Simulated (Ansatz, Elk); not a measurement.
# How far do independent atoms describe Cu2Rh2Au?, part 2 of 2

The structure of Cu2Rh2Au used here is made up (a known structure type with other elements) and was relaxed beforehand with PBE. The aim is the Fourier transform of its all-electron density, F(hkl), set beside the sum over free spherical atoms that refinements use.

Elk 11.2.3 (patched build); all-electron DFT.

So far: The starting structure; Ground state and structure factors; The magnetisation density.

The structure was built from a prototype and need not be the compound's stable phase.

## (4) The highest occupied states alone

Level of this step: DFT, PBE, all-electron APW+lo, Dirac cores, scalar-relativistic bands, static density, ferromagnetic start (Elk).

An energy window below the Fermi level keeps the highest occupied states, to see at which angles they scatter; shallow core shells can lie inside it and anion s states outside. No new self-consistency is needed.

File elk.in:

```
tasks
  195

xctype
  20

spinpol
  .true.

rgkmax
  7.0

gmaxvr
  14.0

lmaxo
  7

lmaxapw
  8

swidth
  0.002

tshift
  .false.

ramdisk
  .false.

hmaxvr
  5.5

maxscl
  120

epspot
  1e-06

reducebf
  0.8

wsfac
  -0.099650 0.567850

sppath
  './'

avec
  7.89469507372 0.00000000000 0.00000000000
  -3.94734753686 6.83700648897 0.00000000000
  0.00000000000 0.00000000000 9.63926842590

atoms
  3
  'Au.in'
  1
  -0.0000000000 0.0000000000 -0.0000000000   0.000000 0.000000 0.000000
  'Rh.in'
  2
  0.3333333333 0.6666666667 0.6298510184   0.000000 0.000000 -0.045000
  0.6666666667 0.3333333333 0.3701489816   0.000000 0.000000 -0.045000
  'Cu.in'
  2
  0.3333333333 0.6666666667 0.1468766815   0.000000 0.000000 0.000000
  0.6666666667 0.3333333333 0.8531233185   0.000000 0.000000 0.000000

ngridk
  5 5 4
```

On the command line:

```console
> OMP_NUM_THREADS=4 elk
```

Numbers of over 12 decimals in the logs are rounded to 6 here.

The log of the run:

```text
┌─────────────────────────────────┐
│ Elk code version 11.2.3 started │
└─────────────────────────────────┘

Info(readinput): the functional depends on the density's gradient
 muffin-tin radial points multiplied by    2.00000
 (not where nrmtscf is given)

┌────────────────────┐
│ Current task : 195 │
└────────────────────┘
Info(checkmt): changed muffin-tin radius of species 1 (Au) from   2.8000 to   2.5431
Info(checkmt): changed muffin-tin radius of species 2 (Rh) from   2.6000 to   2.5052
Info(checkmt): changed muffin-tin radius of species 3 (Cu) from   2.4000 to   2.1003

Info(sfacrho): density structure factors written to SFACRHO.OUT

 Energy window :  -0.9965000000E-01  0.5678500000

┌──────────────────┐
│ Elk code stopped │
└──────────────────┘
```

It took 9.1 s on 4 threads of Intel Xeon Platinum 8488C (Sapphire Rapids), shared host; peak memory 0.34 GiB; 17 s of CPU time.

States within 10 eV below the Fermi level hold 51.00 electrons; any levels below the window count with the cores. Their amplitudes can exceed the total, where window and core parts have opposite phase:

| hkl | sin θ/λ (Å⁻¹) | abs F, window | abs F, all |
| --- | --- | --- | --- |
| 001 | 0.098 | 10.419 | 50.319 |
| 100 | 0.138 | 7.162 | 6.848 |
| 101 | 0.169 | 1.284 | 94.573 |
| 011 | 0.169 | 8.644 | 66.829 |
| 002 | 0.196 | 0.087 | 50.307 |
| 110 | 0.239 | 19.081 | 174.672 |
| 102 | 0.240 | 9.260 | 22.552 |
| 012 | 0.240 | 18.115 | 166.078 |
| 111 | 0.259 | 6.021 | 42.990 |
| 200 | 0.276 | 4.811 | 8.981 |

## (5) Another functional

The difference from free atoms is small, so it is set against the change that LDA (Perdew-Wang) makes.

elk.in: that of step 4 with these lines changed.

```diff
@@ -1,6 +1,8 @@
 tasks
+  0
   195
+  196
 
 xctype
-  20
+  3
 
@@ -42,5 +44,2 @@
 
-wsfac
-  -0.099650 0.567850
-
 sppath
```

On the command line:

```console
> OMP_NUM_THREADS=4 elk
```

The log of the run:

```text
┌─────────────────────────┐
│ Elk code version 11.2.3 │
└─────────────────────────┘

All units are atomic (Hartree, Bohr, etc.)

┌─────────────────────────────────────────────────┐
│ Ground-state run starting from atomic densities │
└─────────────────────────────────────────────────┘

Lattice vectors :
   7.894695074       0.000000000       0.000000000
  -3.947347537       6.837006489       0.000000000
   0.000000000       0.000000000       9.639268426

Reciprocal lattice vectors :
  0.7958743496      0.4594982700      -0.000000000
[...]
Moments :
 interstitial                :   0.5558847515E-01
 muffin-tins
  species : 1 (Au)
[...]
species : 2 (Rh)
[...]
species : 3 (Cu)
   atom 1                    :   0.1499636927
   atom 2                    :   0.1499636927
 total in muffin-tins        :    2.269561187
 total moment                :    2.325149662

┌──────────────────────────────┐
│ Self-consistent loop stopped │
└──────────────────────────────┘

Warning : core states of species 1 leak from the muffin-tin :   0.3863762540E-03

Warning : core states of species 3 leak from the muffin-tin :   0.8685048097E-03

Wrote STATE.OUT
[key lines of the parts left out:]
total energy                :     -31903.617659537
```

Wall time 2.3 min (4 threads); peak memory 0.52 GiB.

Against the first run R = 0.02 %; the largest change is -0.054 at 202. The moment goes from 2.46 to 2.33 μB.

## (6) A coarser k-mesh

About half the k-points along each axis test the sampling.

elk.in: that of step 5 with these lines changed.

```diff
@@ -6,3 +6,3 @@
 xctype
-  3
+  20
 
@@ -67,2 +67,2 @@
 ngridk
-  5 5 4
+  2 2 2
```

On the command line:

```console
> OMP_NUM_THREADS=4 elk
```

The log of the run:

```text
┌─────────────────────────┐
│ Elk code version 11.2.3 │
└─────────────────────────┘

All units are atomic (Hartree, Bohr, etc.)

┌─────────────────────────────────────────────────┐
│ Ground-state run starting from atomic densities │
└─────────────────────────────────────────────────┘

Lattice vectors :
   7.894695074       0.000000000       0.000000000
  -3.947347537       6.837006489       0.000000000
   0.000000000       0.000000000       9.639268426

Reciprocal lattice vectors :
  0.7958743496      0.4594982700      -0.000000000
[...]
Moments :
 interstitial                :   0.1206822624E-01
 muffin-tins
  species : 1 (Au)
[...]
species : 2 (Rh)
[...]
species : 3 (Cu)
   atom 1                    :   0.1116549731
   atom 2                    :   0.1116549731
 total in muffin-tins        :    2.223104054
 total moment                :    2.235172280

┌──────────────────────────────┐
│ Self-consistent loop stopped │
└──────────────────────────────┘

Warning : core states of species 1 leak from the muffin-tin :   0.3944993181E-03

Warning : core states of species 3 leak from the muffin-tin :   0.8328082467E-03

Wrote STATE.OUT
[key lines of the parts left out:]
total energy                :     -31928.377811470
```

It took 2.1 min on 4 threads; peak memory 0.71 GiB; 7.2 min of CPU time.

Against the first run R = 0.03 %; the largest change is +0.060 at 012. The moment goes from 2.46 to 2.24 μB.

## (7) Settings against the effect

| run | R against the first run (%) | R against neutral atoms, low angle (%) | wall time |
| --- | --- | --- | --- |
| PBE, rgkmax 7 | 0.00 | 0.68 | 5.5 min |
| LDA (Perdew-Wang) | 0.02 | 0.69 | 2.3 min |
| k-mesh 2×2×2 | 0.03 | 0.66 | 2.1 min |

## (8) What came out

```
R against neutral atoms, sin θ/λ < 0.3 Å⁻¹ : 0.68 %
R against neutral atoms, 0.3 to 0.79 Å⁻¹   : 0.23 %
```

What this shows: Independent neutral atoms miss the calculated amplitudes by R = 0.68 % below 0.3 Å⁻¹ and 0.23 % from there to 0.79 Å⁻¹; by shells, 0.44 % below 0.15 Å⁻¹ (2 forms), 0.68 % 0.15 to 0.3 (11 forms), 0.23 % 0.3 to 0.45 (19 forms), 0.23 % above 0.45 (117 forms). Bonding, aspherical density and the tables' own atoms all enter these figures, and the runs don't part them. The largest change of an amplitude is -1.27 electrons, at 110. The relaxation gave a moment of 2.15 μB against 2.46 μB here, so the moment isn't settled. The magnetic order is that of the start. No other order was tried here, and an antiferromagnetic one would change or move the magnetic intensity. The window's part falls from 51.0 electrons at the origin to at most 4.53 between 0.45 and 0.79 Å⁻¹, where compact states inside the window still scatter. Below 0.3 Å⁻¹ the changes that finished (LDA (Perdew-Wang) and k-mesh 2×2×2) move F by R = 0.02 % at most, against the 0.68 % that separates it from free atoms. The magnetic factors move by R = 8.4 % (LDA (Perdew-Wang)) and 19.8 % (k-mesh 2×2×2), so they aren't settled to better than that. The basis has no finished test. Spin-orbit coupling is left out, which can matter for elements this heavy. Part of the difference isn't bonding: the tables are fits to free atoms and ions calculated by other methods than this functional. Thermal motion, anomalous dispersion and extinction are left out.

[Logs are printed without paths, hosts, clocks, repeated set-up lines and the standing remarks that a program may print on its own settings, such as how far it seeks lower states.]

[Hosts, paths, dates, database ids (printed as entryN), source tags and the programs' standing remarks are cut or masked in the printed files.]
